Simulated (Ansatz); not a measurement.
# Meshes and cutoff for the phonons of Ag (Fm-3m, 1 atom in the cell), part 2 of 2

Wanted: convergence of the phonons of Ag (Fm-3m, 1 atom in the cell) against cost.

Ansatz 0.2.0; DFT PBE, scalar-relativistic, plane waves, PAW.

So far, highest frequency on the path or at a solved wavevector (cm⁻¹): step 3 (response at finite wavevector) 158; step 4 (q mesh 2×2×2) 158; step 11 (k-mesh 30×30×30, q mesh 2×2×2) 159. The relaxed cell has a = 4.147 Å (conventional setting).

## 12. Comparing the runs (continued)

The runs together. The phonon density of states by wavenumber; read off at these points; values in 1/cm⁻¹/cell:

```
wavenumber (cm⁻¹)  16×16×16  20×20×20  30×30×30
              5.0    4.0e-5    4.0e-5    4.0e-5
             10.0    2.3e-4    2.3e-4    2.3e-4
             15.0    5.6e-4    5.6e-4    5.6e-4
             20.0   0.00110   0.00109   0.00108
             25.0   0.00172    0.0017    0.0017
             30.0   0.00254   0.00252   0.00251
             35.0    0.0036   0.00357   0.00356
             40.0   0.00485   0.00481   0.00480
             45.0   0.00637   0.00632   0.00631
             50.0   0.00834   0.00827   0.00825
             55.0    0.0107    0.0106    0.0106
             60.0    0.0139    0.0137    0.0137
             65.0    0.0182    0.0181    0.0180
             70.0    0.0271    0.0267    0.0265
             75.0    0.0325    0.0325    0.0325
             80.0    0.0338    0.0338    0.0338
             85.0    0.0352    0.0352    0.0351
             90.0    0.0366    0.0366    0.0365
             95.0    0.0379    0.0378    0.0377
            100.0    0.0392    0.0391    0.0389
            103.0    0.0400    0.0399    0.0397
            105.0    0.0314    0.0327    0.0336
            110.0    0.0229    0.0229    0.0229
            115.0    0.0225    0.0225    0.0224
            120.0    0.0217    0.0218    0.0217
            125.0    0.0203    0.0203    0.0202
            130.0    0.0167    0.0168    0.0167
            135.0    0.0178    0.0171    0.0163
            140.0    0.0433    0.0432    0.0434
            145.0    0.0541    0.0542    0.0544
            150.0    0.0270    0.0273    0.0278
            155.0    0.0112    0.0114    0.0116
```

The runs together, line C_V. Table of C_V by temperature; values in J/mol-atom/K:

```
temperature (K)  16×16×16 = 20×20×20  30×30×30
              0                    0         0
             50                 12.8      12.8
            100                 20.6      20.6
            150                 22.9      22.9
            200                 23.7      23.7
            250                 24.2      24.2
            300                 24.4      24.4
            350                 24.5      24.5
            400                 24.6      24.6
            450                 24.7      24.7
            500                 24.7      24.7
            550                 24.8      24.8
            600                 24.8      24.8
            650                 24.8      24.8
            700                 24.8      24.8
            750                 24.9      24.9
            800                 24.9      24.9
            850                 24.9      24.9
            900                 24.9      24.9
            950                 24.9      24.9
           1000                 24.9      24.9
```

## 13. Another cutoff, cutoff 170 eV, q mesh 2×2×2

The cutoff is set to 170 eV on a small fixed q mesh.

input.yaml reads:

```yaml
crystal:
  lattice:
    - [0.0, 2.0737002689, 2.0737002689]
    - [2.0737002689, 0.0, 2.0737002689]
    - [2.0737002689, 2.0737002689, 0.0]
  atoms:
    - { symbol: Ag, position: [0.0, 0.0, 0.0] }
kpoints:
  mp_grid: { grid: [20, 20, 20] }
hamiltonian:
  xc: pbe
scf:
  occupations: { method: methfessel_paxton, width: 0.2 }
output:
  eigenvalues: true
phonons:
  method: dfpt
  qmesh: [2, 2, 2]
  temperatures: { t_max: 1000, t_step: 50 }
  qpath:
    path:
      - [[0.0, 0.0, 0.0], [0.5, 0.0, 0.5], [0.625, 0.25, 0.625]]
      - [[0.375, 0.375, 0.75], [0.0, 0.0, 0.0], [0.5, 0.5, 0.5], [0.5, 0.25, 0.75], [0.5, 0.0, 0.5]]
    npoints: 10
basis:
  ecutwfc: 170
```

On the command line:

```
$ ansatz run input.yaml --threads 4 --pin off --max-ram 7168MiB --backend cpu --events-out ev --progress --plain --runs-dir out
```

It took 25 s on 4 threads of Arm Neoverse N1, shared host; peak memory 1 GiB; 92 s of CPU time.

The run finished; it serves as a test, and its numbers are not taken as the result.

## 14. Another cutoff, cutoff 230 eV, q mesh 2×2×2

The cutoff is set to 230 eV on a small fixed q mesh.

Edit input.yaml of step 13 so:

```diff
@@ -25,2 +25,2 @@
 basis:
-  ecutwfc: 170
+  ecutwfc: 230
```

The job ended after 26 s (4 threads; peak memory 0.94 GiB).

The run finished; it serves as a test, and its numbers are not taken as the result.

## 15. Another cutoff, cutoff 290 eV, q mesh 2×2×2

The cutoff is set to 290 eV on a small fixed q mesh.

Edit input.yaml of step 14 so:

```diff
@@ -25,2 +25,2 @@
 basis:
-  ecutwfc: 230
+  ecutwfc: 290
```

The job ended after 32 s (4 threads; peak memory 1 GiB; 2 min of CPU time).

The run finished; it serves as a test, and its numbers are not taken as the result.

## 16. Another cutoff, cutoff 360 eV, q mesh 2×2×2

The cutoff is set to 360 eV on a small fixed q mesh.

Edit input.yaml of step 15 so:

```diff
@@ -25,2 +25,2 @@
 basis:
-  ecutwfc: 290
+  ecutwfc: 360
```

Elapsed: 38 s, on 4 threads; peak memory 1.2 GiB.

## 17. Another cutoff, cutoff 550 eV, q mesh 2×2×2

The cutoff is set to 550 eV on a small fixed q mesh.

Edit input.yaml of step 16 so:

```diff
@@ -25,2 +25,2 @@
 basis:
-  ecutwfc: 360
+  ecutwfc: 550
```

Wall time 66 s (4 threads); peak memory 1.7 GiB.

## 18. Results

```yaml
mean_frequency_q_mesh_2x2x2: 103 cm⁻¹
mean_frequency_q_mesh_3x3x3: 102 cm⁻¹
lowest_mode_on_the_q_mesh_acoustic_modes_at_gamma_apart_k_mesh_6x6x6: 71.2 cm⁻¹
lowest_mode_on_the_q_mesh_acoustic_modes_at_gamma_apart_k_mesh_10x10x10: 71.1 cm⁻¹
lowest_mode_on_the_q_mesh_acoustic_modes_at_gamma_apart_k_mesh_16x16x16: 70.6 cm⁻¹
lowest_mode_on_the_q_mesh_acoustic_modes_at_gamma_apart_k_mesh_20x20x20: 70.8 cm⁻¹
lowest_mode_on_the_q_mesh_acoustic_modes_at_gamma_apart_k_mesh_30x30x30: 70.9 cm⁻¹
lowest_mode_on_the_q_mesh_acoustic_modes_at_gamma_apart_cutoff_170_ev: -192 cm⁻¹
lowest_mode_on_the_q_mesh_acoustic_modes_at_gamma_apart_cutoff_230_ev: 89.2 cm⁻¹
lowest_mode_on_the_q_mesh_acoustic_modes_at_gamma_apart_cutoff_290_ev: 73.7 cm⁻¹
lowest_mode_on_the_q_mesh_acoustic_modes_at_gamma_apart_cutoff_360_ev: 70.7 cm⁻¹
lowest_mode_on_the_q_mesh_acoustic_modes_at_gamma_apart_cutoff_550_ev: 70.8 cm⁻¹
```

**Reading.** Over the whole q mesh series, coarse runs included, the mean frequency runs from 102.4 to 103.3 cm⁻¹; from 2×2×2 on it stays within 0.9 cm⁻¹ of the finest run (4×4×4), against a tolerance of 1.0. The k mesh changes along this series too, so part of the change is its. Over the whole k mesh series, coarse runs included, the lowest mode on the q mesh (acoustic modes at Γ apart) runs from 70.6 to 71.2 cm⁻¹; from 16×16×16 on all solved modes stay within 1.5 cm⁻¹ of the finest run (30×30×30), against a tolerance of 1.6. Over the whole cutoff series, coarse runs included, the lowest mode on the q mesh (acoustic modes at Γ apart) runs from -191.8 to 89.2 cm⁻¹; from 360 eV on all solved modes stay within 0.1 cm⁻¹ of the finest run (550 eV), against a tolerance of 1.6. All runs share the cell relaxed at the base settings, which is not exactly at rest under another k mesh or cutoff. With no gap, or one that is small against the smearing, the frequencies hang on the k mesh and the smearing, most of all near Kohn anomalies. These are harmonic frequencies at zero temperature: anharmonic shifts, linewidths and thermal expansion are left out.

[Logs are printed without paths, hosts, clocks, repeated set-up lines and the standing remarks that a program may print on its own settings, such as how far it seeks lower states.]

[Hosts, paths, dates, database ids (printed as entryN), source tags and the programs' standing remarks are cut or masked in the printed files.]
